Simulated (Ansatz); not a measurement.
## InF3 (R-3c): converging the G0W0 gap

How do accuracy and time trade against each other in G0W0 on InF3 (R-3c)?

Main program and level: Ansatz 0.2.0; G0W0 on LDA, plane waves, PAW.

## 1. The structure

The structure is trigonal, space group R-3c (No. 167). Conventional cell: a = 5.410 Å, b = 5.410 Å, c = 14.378 Å, α = 90.00°, β = 90.00°, γ = 120.00°. Nearest to In lie 6 F at 2.05 Å. Nearest to F lie 2 In at 2.05 Å. Farther neighbours and most contacts between anions are not listed.

As a file:

```cif
data_structure
_symmetry_space_group_name_H-M 'P 1'
_symmetry_Int_Tables_number 1
_cell_length_a 5.7206
_cell_length_b 5.7206
_cell_length_c 5.7206
_cell_angle_alpha 56.443
_cell_angle_beta 56.443
_cell_angle_gamma 56.443
_cell_volume 121.49
loop_
_atom_site_label
_atom_site_type_symbol
_atom_site_fract_x
_atom_site_fract_y
_atom_site_fract_z
_atom_site_occupancy
In1 In 0.00000 0.00000 0.00000 1
In2 In 0.50000 0.50000 0.50000 1
F3 F 0.85840 0.64160 0.25000 1
F4 F 0.25000 0.85840 0.64160 1
F5 F 0.64160 0.25000 0.85840 1
F6 F 0.14160 0.35840 0.75000 1
F7 F 0.75000 0.14160 0.35840 1
F8 F 0.35840 0.75000 0.14160 1
```

The cell and positions come from the Crystallography Open Database and are kept as given unless a step says otherwise.

## 2. 318 empty bands, screening to 110 eV

G0W0 replaces the xc potential by the self-energy, built once from these orbitals. Only a window of levels is corrected, while the sums run over the empty bands that the input names. This step takes hard PAW files.

input.yaml

```yaml
crystal:
  lattice:
    - [2.70515, 1.5618190807, 4.7925]
    - [-2.70515, 1.5618190807, 4.7925]
    - [0.0, -3.1236381614, 4.7925]
  atoms:
    - { symbol: In, position: [0.0, 0.0, 0.0] }
    - { symbol: In, position: [0.5, 0.5, 0.5] }
    - { symbol: F, position: [0.8584, 0.6416, 0.25] }
    - { symbol: F, position: [0.25, 0.8584, 0.6416] }
    - { symbol: F, position: [0.6416, 0.25, 0.8584] }
    - { symbol: F, position: [0.1416, 0.3584, 0.75] }
    - { symbol: F, position: [0.75, 0.1416, 0.3584] }
    - { symbol: F, position: [0.3584, 0.75, 0.1416] }
kpoints:
  mp_grid: { grid: [4, 4, 4] }
hamiltonian:
  xc: lda
  pseudopotentials: { kind: paw, source: ansatz }
scf:
  occupations: { method: fixed }
gw:
  n_empty_bands: 318
  ecut_chi: 110.0
  qp_bands: [v2, c2]
  qp_kpoints: band_edges
  screening: { model: contour_deformation }
```

On the command line:

```bash
$ ansatz run input.yaml --threads 4 --pin off --max-ram 138240MiB --backend cuda --events-out ev --progress --plain --runs-dir out --devices 1 --max-vram 26GiB
```

Numbers of over 12 decimals in the logs are rounded to 6 here.

The log of the run:

```text
GPUs: using 1 of 1 available (devices: 1).
Engine: ansatz 0.2.0, x86_64-unknown-linux-gnu
Pseudopotentials: kind: paw
Pseudopotential: In, paw, valence charge 21, recommended cutoff 710 eV (normal), In.paw.azcp
Pseudopotential: F, paw, valence charge 7, recommended cutoff 1050 eV (normal), F.paw.azcp
Functional definition: SPW92
  exchange = slater_x
  correlation = pw_c
device memory: the entry about to start is reckoned to put 6.0 GiB on a device that reports 54.0 GiB free (of which the cap on the GPU budget leaves the run 26.0 GiB)
GPU FFT provider: cuFFT
GPU libraries: cuBLAS 13.8.2, cuFFT 12.4.0, cuSOLVER 12.3.4
Crystal: 8 atoms, lattice volume = 121.489 Å³
Basis set: ecut = 1050 eV, 9403 PW (Γ)
Bands: 51, of which v1, the nominal top of the filled ones, is band 42 counted from 1 (41 counted from 0)
Symmetry: 12 space group operations
Space group: R-3c (ITA 167), of the structure as read, at distance tolerance 5.0e-5 Å
k-points: 13 of 64
Non-local potential: In, projectors of the file, l = 0: 3, l = 1: 3, l = 2: 2, l = 3: 2
Non-local potential: F, projectors of the file, l = 0: 2, l = 1: 2, l = 2: 1
PAW form: soft (Blöchl's): semilocal exchange-correlation on the pseudo side does not see the compensation charge
PAW frozen core: In, regenerated for the run's functional, and the local potential with it (the file was generated under x = pbe(κ = 0.804, μ = 0.219515), c = pbe(β = 0.066725))
PAW frozen core: F, regenerated for the run's functional, and the local potential with it (the file was generated under x = pbe(κ = 0.804, μ = 0.219515), c = pbe(β = 0.066725))
PAW one-centre angular grid: In, 590 points (default); XC on 64 Gauss nodes
PAW one-centre angular grid: F, 110 points (default); XC on 64 Gauss nodes
Initial density: superposition of atomic densities (chi_scale 0.1, normalization cell, long waves kept (reshape's long-wave potential 0.06 eV rms))
Initial wavefunctions: pseudopotential atomic-orbital guess
GPU buffer pool allocated for 262144 grid points (all kernels)
GPU transforms: local potential and band sums: pruned to the plane-wave sphere, on 64×64×64
Functional: x = slater, c = lda
SCF iter   1: F=—  HF=-22429.625842 eV  |F-HF|=—  |Δ(HF+E_count)|=         —  Δρ=1.92e-1  dr2=3.18e1  ethr=3.10e-3  ⟨swp⟩=5.0  Hψ=2116  notcnv=0  defer=89
preconditioner: auto → Resta (q_TF=auto, 2.566 Å⁻¹)  ε∞=3.1  [insulator: Δε(μ)=2.197 eV  Ē_g=19.381 eV  n_scr=32 (ndim 8)  ℏωp=27.8 eV  f_vac=0.218  ε∞_Penn≈3.1]
SCF iter   2: F=—  HF=-22419.258571 eV  |F-HF|=—  |Δ(HF+E_count)|=    1.04e1  Δρ=5.09e-2  dr2=2.27e0  ethr=3.10e-3  ⟨swp⟩=4.2  Hψ=1446  notcnv=0  defer=88
SCF iter   3: F=—  HF=-22418.605175 eV  |F-HF|=—  |Δ(HF+E_count)|=   6.53e-1  Δρ=2.63e-2  dr2=4.65e-1  ethr=2.70e-3  ⟨swp⟩=2.0  Hψ=1157  notcnv=0  defer=91
SCF iter   4: F=—  HF=-22418.532293 eV  |F-HF|=—  |Δ(HF+E_count)|=   7.29e-2  Δρ=1.22e-2  dr2=9.94e-2  ethr=5.53e-4  ⟨swp⟩=3.0  Hψ=1091  notcnv=0  defer=91
SCF iter   5: F=—  HF=-22418.504967 eV  |F-HF|=—  |Δ(HF+E_count)|=   2.73e-2  Δρ=2.07e-3  dr2=3.82e-3  ethr=1.18e-4  ⟨swp⟩=3.5  Hψ=1231  notcnv=0  defer=91
SCF iter   6: F=—  HF=-22418.505226 eV  |F-HF|=—  |Δ(HF+E_count)|=   2.58e-4  Δρ=5.93e-4  dr2=2.59e-4  ethr=4.55e-6  ⟨swp⟩=2.7  Hψ=1024  notcnv=0  defer=91
SCF iter   7: F=—  HF=-22418.505241 eV  |F-HF|=—  |Δ(HF+E_count)|=   1.51e-5  Δρ=1.46e-4  dr2=1.75e-5  ethr=3.08e-7  ⟨swp⟩=2.1  Hψ=799  notcnv=0  defer=91
SCF iter   8: F=—  HF=-22418.505247 eV  |F-HF|=—  |Δ(HF+E_count)|=   6.40e-6  Δρ=2.63e-5  dr2=4.91e-7  ethr=2.09e-8  ⟨swp⟩=2.4  Hψ=1059  notcnv=0  defer=46
SCF iter   9: F=-22418.505247 eV  HF=-22418.505247 eV  |F-HF|=4.08e-9  |Δ(HF+E_count)|=   2.05e-7  Δρ=6.15e-6  dr2=2.26e-8  ethr=1.19e-10  ⟨swp⟩=10.9  Hψ=2438  notcnv=0
SCF 1 converged in 9 iterations: F = -22418.505247 eV  dr2 = 2.26e-8
  greatest PAW one-centre occupation: 0.994 electrons in one spin orbital (limit 2), on the In atom at site 1 (counted from 0), in its partial waves of l = 0
device memory: the entry about to start is reckoned to put 7.4 GiB (of the 7.5 GiB reckoned in all, the device holds 0.1 GiB already) on a device that reports 53.8 GiB free (of which the cap on the GPU budget leaves the run 25.9 GiB)
NSCF: frozen V_eff on 13 k-points
the band table was solved once the SCF had ended and its energy, with any forces and stress, was formed, with the checks that follow a solve (2590 applications of the Hamiltonian). They found nothing against the state; the energy, forces and stress were not computed again (output.eigenvalues in the input reference)
device memory: the entry about to start is reckoned to put 7.6 GiB on a device that reports 57.4 GiB free (of which the cap on the GPU budget leaves the run 26.0 GiB)
NSCF: frozen V_eff on 13 k-points
G₀W₀ screening: q 1/13
[... further progress lines ...]
device memory: the entry about to start is reckoned to put 1.4 GiB on a device that reports 48.2 GiB free (of which the cap on the GPU budget leaves the run 26.0 GiB)
NSCF: frozen V_eff on 1 k-points
device memory: the entry about to start is reckoned to put 1.4 GiB on a device that reports 48.2 GiB free (of which the cap on the GPU budget leaves the run 26.0 GiB)
NSCF: frozen V_eff on 1 k-points
device memory: the entry about to start is reckoned to put 1.4 GiB on a device that reports 48.2 GiB free (of which the cap on the GPU budget leaves the run 26.0 GiB)
NSCF: frozen V_eff on 1 k-points
SCF converged after 9 iterations
Free energy (F): -22418.505247 eV
Harris-Foulkes:  -22418.505247 eV  (|F-HF|=4.08e-9)
Internal energy: -22418.505247 eV  (E = F + TS)
E sigma→0 (E₀):  -22418.505247 eV
Fermi energy:    1.446932 eV
--- Per-component energies (eV) ---
  E_band       = -1642.273601
  E_kinetic    = 3780.457597
  E_local      = -18450.609544  (includes V_loc(G=0)·N_el)
  E_nonlocal   = 4031.658783
  E_hartree    = 6259.539862
  E_xc         = -1107.400828
  E_vxc        = -1440.702653  (∫ρ·V_xc dr)
  E_paw        = -9454.078711  (= ΣΔE_a)
  E_vpaw       = -2082.145838  (= ΣTr[D̂ρ^β])
  E_aug_tail   = 0.000845  (compensation charges beyond the density's cutoff)
  E_ewald      = -7480.366992
  E_core_change = 2.293741  (= ΣΔE_core)
  E_smearing   = -0.000000  (= −TS)
  E_closure    = 0.000000  (closes the sum)
  Σ components = -22418.505247   (vs F -22418.505247, Δ=0.00e0)
--- Band table (eV; the first three rows and the last of 13) ---
  k-point 0: bands = [... 38 lower, 1.3648, 1.3648, 1.4086, 1.4086, 5.6833, 11.6360, 12.2194, 12.8912, ... 5 higher]
  k-point 1: bands = [... 38 lower, 1.1650, 1.2020, 1.3054, 1.3411, 6.5283, 10.3192, 12.2796, 12.7633, ... 5 higher]
  k-point 2: bands = [... 38 lower, 1.1601, 1.1601, 1.2358, 1.2358, 8.3389, 8.3389, 12.4987, 12.4987, ... 5 higher]
  k-point 12: bands = [... 38 lower, 1.2044, 1.2044, 1.2044, 1.2044, 8.2578, 8.2578, 12.9940, 12.9940, ... 5 higher]
--- G₀W₀: contour deformation, 6 samples at zero and on the imaginary axis and 3 off it, 64 q-points, 318 empty bands' worth ---
  eigenvalues of the whole cell's RPA ε∞ on this k-mesh (on a slab, of 1 + 4πα/V) = 2.2722, 2.2722, 2.3208; static W/v taken at q = 0 is 0.437119
  bands read: the sum over 360 bands ends inside a degenerate multiplet in 1 slot, whose members it reads at an even weight; the widest, k=0: bands 360 to 361 (counted from 1) at 1/2 each
  gw.qp_kpoints: band_edges: 13 of 13 stored k-points solved, in 1 pass; an edge of the gap read off the rows below is read off those points alone
  `?` marks the rows in doubt; gw_qp.tsv's column doubts and the gw_qp event give each row's grounds
    ik  band        ε_KS         Σx   Σc(E_QP)       V_xc       Z   E_QP_lin       E_QP  E_QP is
     0    41      1.4086   -33.5907     5.0375   -27.0324  0.7907    -0.1401    -0.1121  root
     0    42      1.4086   -33.5907     5.0375   -27.0324  0.7907    -0.1401    -0.1121  root
     0    43      5.6833   -11.2809    -3.3487   -16.3330  0.8597     7.4051     7.3867  root
     0    44     11.6360   -15.1719    -4.6894   -22.4558  0.7958    14.3679    14.2305  root ?
     1    41      1.3054   -32.1826     5.9530   -24.4062  0.7719    -0.5701    -0.5180  root
     1    42      1.3411   -32.1211     6.0975   -24.1593  0.7695    -0.5793    -0.5233  root
     1    43      6.5283   -12.2482    -3.3396   -17.4056  0.8526     8.3695     8.3461  root
     1    44     10.3192   -13.2616    -4.1846   -19.7791  0.8239    12.7294    12.6521  root
     2    41      1.2358   -32.0983     5.9789   -24.2874  0.7710    -0.6496    -0.5961  root
     2    42      1.2358   -32.0983     5.9789   -24.2874  0.7710    -0.6496    -0.5961  root
     2    43      8.3389   -12.9459    -3.6586   -18.6861  0.8406    10.4627    10.4206  root
     2    44      8.3389   -12.9459    -3.6586   -18.6861  0.8406    10.4627    10.4206  root
     3    41      1.3289   -32.0298     6.0610   -24.1078  0.7701    -0.5877    -0.5320  root
     3    42      1.4171   -33.5690     5.0460   -27.0022  0.7905    -0.1315    -0.1036  root
     3    43      6.7785   -12.6105    -3.3242   -17.7841  0.8502     8.6528     8.6278  root
     3    44     10.5689   -14.3050    -4.2793   -21.0156  0.8153    13.0939    13.0002  root
     4    41      1.2300   -32.8505     5.3705   -25.8388  0.7828    -0.4480    -0.4112  root
     4    42      1.3146   -32.1961     5.9493   -24.4261  0.7719    -0.5579    -0.5060  root
     4    43      8.1006   -13.4333    -3.5523   -19.0466  0.8402    10.2011    10.1615  root
     4    44      9.3231   -13.5404    -3.8923   -19.6679  0.8313    11.6185    11.5583  root
     5    41      1.2340   -32.4835     5.6626   -25.0838  0.7770    -0.5476    -0.5030  root
     5    42      1.3101   -32.2014     6.0025   -24.3631  0.7711    -0.5790    -0.5257  root
     5    43      7.6363   -12.9317    -3.4952   -18.4134  0.8448     9.6563     9.6228  root
     5    44      9.4827   -13.6244    -3.9533   -19.8421  0.8297    11.8113    11.7471  root
     6    41      1.3805   -32.7184     5.6130   -25.3927  0.7788    -0.3741    -0.3323  root
[...]
11    41      1.3040   -32.3821     5.8024   -24.8006  0.7747    -0.5232    -0.4752  root
    11    42      1.3040   -32.3821     5.8024   -24.8006  0.7747    -0.5232    -0.4752  root
    11    43      8.9373   -14.0555    -3.7683   -20.0364  0.8319    11.2048    11.1500  root
    11    44      8.9373   -14.0555    -3.7683   -20.0364  0.8319    11.2048    11.1500  root
    12    41      1.2044   -31.9596     6.0031   -24.1202  0.7700    -0.6861    -0.6318  root
    12    42      1.2044   -31.9596     6.0031   -24.1202  0.7700    -0.6861    -0.6318  root
    12    43      8.2578   -12.7258    -3.5656   -18.3236  0.8417    10.3292    10.2900  root
    12    44      8.2578   -12.7258    -3.5656   -18.3236  0.8417    10.3292    10.2900  root
```

Elapsed: 52 s, on 1 × NVIDIA H100 80GB HBM3 (shared by 3 runs) with 4 threads of AMD EPYC 7R13 (Zen 3), shared host; peak memory 2.2 GiB.

In the SCF lines HF is the Harris–Foulkes energy and dr2 the Hartree energy of the density residual, in eV; the loop may stop once dr2 is under the threshold and the program's other checks hold. Hψ counts applications of the Hamiltonian.

Numbers from this step:

* bands summed: 360
* RPA ε∞ on this mesh (eigenvalues): 2.272, 2.272, 2.321
* plane waves in the screening matrix: 321
* q-points in the mesh: 64
* G0W0 gap on the mesh: 7.490 eV
* k of the valence top: 0, 0.25, 0.25
* k of the conduction bottom: 0, 0, 0
* starting gap on the mesh: 4.236 eV
* Z at the valence top: 0.7905
* Z at the conduction bottom: 0.8597
* least direct G0W0 gap on the computed points: 7.499 eV

The gap on the mesh goes from 4.24 eV to 7.49 eV, a correction of +3.25 eV, though a band edge has moved to another state.

## 3. 722 empty bands, screening to 190 eV

Another rung: the empty bands reach about as high as the screening cutoff, so the two stay in balance.

input.yaml: that of step 2 with these lines changed.

```diff
@@ -22,4 +22,4 @@
 gw:
-  n_empty_bands: 318
-  ecut_chi: 110.0
+  n_empty_bands: 722
+  ecut_chi: 190.0
   qp_bands: [v2, c2]
```

The log of the run:

```text
GPUs: using 1 of 1 available (devices: 1).
[...]
GPU FFT provider: cuFFT
GPU libraries: cuBLAS 13.8.2, cuFFT 12.4.0, cuSOLVER 12.3.4
Crystal: 8 atoms, lattice volume = 121.489 Å³
Basis set: ecut = 1050 eV, 9403 PW (Γ)
Bands: 51, of which v1, the nominal top of the filled ones, is band 42 counted from 1 (41 counted from 0)
Symmetry: 12 space group operations
[...]
k-points: 13 of 64
[...]
GPU buffer pool allocated for 262144 grid points (all kernels)
[...]
SCF iter   1: F=—  HF=-22429.625842 eV  |F-HF|=—  |Δ(HF+E_count)|=         —  Δρ=1.92e-1  dr2=3.18e1  ethr=3.10e-3  ⟨swp⟩=5.0  Hψ=2116  notcnv=0  defer=89
[...]
SCF iter   9: F=-22418.505247 eV  HF=-22418.505247 eV  |F-HF|=4.08e-9  |Δ(HF+E_count)|=   2.05e-7  Δρ=6.15e-6  dr2=2.26e-8  ethr=1.19e-10  ⟨swp⟩=10.9  Hψ=2438  notcnv=0
SCF 1 converged in 9 iterations: F = -22418.505247 eV  dr2 = 2.26e-8
[...]
NSCF: frozen V_eff on 13 k-points
[...]
G₀W₀ screening: q 1/13
[... further progress lines ...]
[...]
SCF converged after 9 iterations
Free energy (F): -22418.505247 eV
[...]
Internal energy: -22418.505247 eV  (E = F + TS)
E sigma→0 (E₀):  -22418.505247 eV
Fermi energy:    1.446932 eV
[...]
--- Band table (eV; the first three rows and the last of 13) ---
  k-point 0: bands = [... 38 lower, 1.3648, 1.3648, 1.4086, 1.4086, 5.6833, 11.6360, 12.2194, 12.8912, ... 5 higher]
  k-point 1: bands = [... 38 lower, 1.1650, 1.2020, 1.3054, 1.3411, 6.5283, 10.3192, 12.2796, 12.7633, ... 5 higher]
  k-point 2: bands = [... 38 lower, 1.1601, 1.1601, 1.2358, 1.2358, 8.3389, 8.3389, 12.4987, 12.4987, ... 5 higher]
  k-point 12: bands = [... 38 lower, 1.2044, 1.2044, 1.2044, 1.2044, 8.2578, 8.2578, 12.9940, 12.9940, ... 5 higher]
[...]
0    41      1.4086   -33.5907     4.7835   -27.0324  0.7856    -0.4054    -0.3662  root
     0    42      1.4086   -33.5907     4.7835   -27.0324  0.7856    -0.4054    -0.3662  root
     0    43      5.6833   -11.2809    -3.4424   -16.3330  0.8576     7.3087     7.2930  root
     0    44     11.6360   -15.1719    -4.9545   -22.4558  0.7935    14.0717    13.9654  root ?
     1    41      1.3054   -32.1826     5.7311   -24.4062  0.7687    -0.8065    -0.7398  root
     1    42      1.3411   -32.1211     5.8788   -24.1593  0.7665    -0.8130    -0.7420  root
     1    43      6.5283   -12.2482    -3.4628   -17.4056  0.8503     8.2424     8.2229  root
     1    44     10.3192   -13.2616    -4.3891   -19.7791  0.8218    12.5097    12.4475  root
     2    41      1.2358   -32.0983     5.7583   -24.2874  0.7678    -0.8850    -0.8168  root
[...]
12    41      1.2044   -31.9596     5.7848   -24.1202  0.7669    -0.9192    -0.8501  root
    12    42      1.2044   -31.9596     5.7848   -24.1202  0.7669    -0.9192    -0.8501  root
    12    43      8.2578   -12.7258    -3.7226   -18.3236  0.8394    10.1647    10.1329  root
    12    44      8.2578   -12.7258    -3.7226   -18.3236  0.8394    10.1647    10.1329  root
```

Wall time 2.1 min (1 × NVIDIA H100 80GB HBM3 (shared by 3 runs) with 4 threads); peak memory 4.2 GiB.

This step gave:

| Quantity | Value |
| --- | --- |
| bands summed | 764 |
| RPA ε∞ on this mesh (eigenvalues) | 2.263, 2.263, 2.310 |
| plane waves in the screening matrix | 713 |
| q-points in the mesh | 64 |
| G0W0 gap on the mesh | 7.651 eV |
| k of the valence top | 0, 0.25, 0.25 |
| k of the conduction bottom | 0, 0, 0 |
| starting gap on the mesh | 4.236 eV |
| Z at the valence top | 0.7854 |
| Z at the conduction bottom | 0.8576 |
| least direct G0W0 gap on the computed points | 7.659 eV |

Against the run with 4×4×4 mesh, 318 empty bands, screening to 110 eV, hard PAW files, the gap moves by +0.16 eV.

## 4. 1223 empty bands, screening to 270 eV

input.yaml: that of step 3 with these lines changed.

```diff
@@ -22,4 +22,4 @@
 gw:
-  n_empty_bands: 722
-  ecut_chi: 190.0
+  n_empty_bands: 1223
+  ecut_chi: 270.0
   qp_bands: [v2, c2]
```

The log of the run:

```text
GPUs: using 1 of 1 available (devices: 1).
[...]
GPU FFT provider: cuFFT
GPU libraries: cuBLAS 13.8.2, cuFFT 12.4.0, cuSOLVER 12.3.4
Crystal: 8 atoms, lattice volume = 121.489 Å³
Basis set: ecut = 1050 eV, 9403 PW (Γ)
Bands: 51, of which v1, the nominal top of the filled ones, is band 42 counted from 1 (41 counted from 0)
Symmetry: 12 space group operations
[...]
k-points: 13 of 64
[...]
1    44     10.3192   -13.2616    -4.5114   -19.7791  0.8210    12.3786    12.3252  root
[...]
12    41      1.2044   -31.9596     5.5965   -24.1202  0.7656    -1.1211    -1.0385  root
    12    42      1.2044   -31.9596     5.5965   -24.1202  0.7656    -1.1211    -1.0385  root
    12    43      8.2578   -12.7258    -3.8271   -18.3236  0.8385    10.0557    10.0284  root
    12    44      8.2578   -12.7258    -3.8271   -18.3236  0.8385    10.0557    10.0284  root
[key lines of the parts left out:]
SCF converged after 9 iterations
Free energy (F): -22418.505247 eV
Fermi energy:    1.446932 eV
```

The job ended after 3.3 min (1 × NVIDIA H100 80GB HBM3 (shared by 3 runs) with 4 threads; peak memory 7.9 GiB; 6.4 min of CPU time).

Numbers from this step:

| Property | Result |
| --- | --- |
| bands summed | 1265 |
| RPA ε∞ on this mesh (eigenvalues) | 2.257, 2.257, 2.304 |
| plane waves in the screening matrix | 1225 |
| G0W0 gap on the mesh | 7.768 eV |
| k of the valence top | 0, 0.25, 0.25 |
| k of the conduction bottom | 0, 0, 0 |
| starting gap on the mesh | 4.236 eV |
| least direct G0W0 gap on the computed points | 7.776 eV |

Against the run with 4×4×4 mesh, 722 empty bands, screening to 190 eV, hard PAW files, the gap moves by +0.12 eV.

(Continued in part 2 of 2.)

[Paths, hosts, dates, memory and timing lines, banners, echoed tables and standing remarks are left out of the program output.]

[Logs are printed without paths, hosts, clocks, repeated set-up lines and the standing remarks that a program may print on its own settings, such as how far it seeks lower states.]

[Runs of the session that timed out or met a known fault of the program may be left out.]

[Cells called generated may have been cut or substituted from an entry of the Crystallography Open Database or the Materials Project.]

[Hosts, paths, dates, database ids (printed as entryN), source tags and the programs' standing remarks are cut or masked in the printed files.]
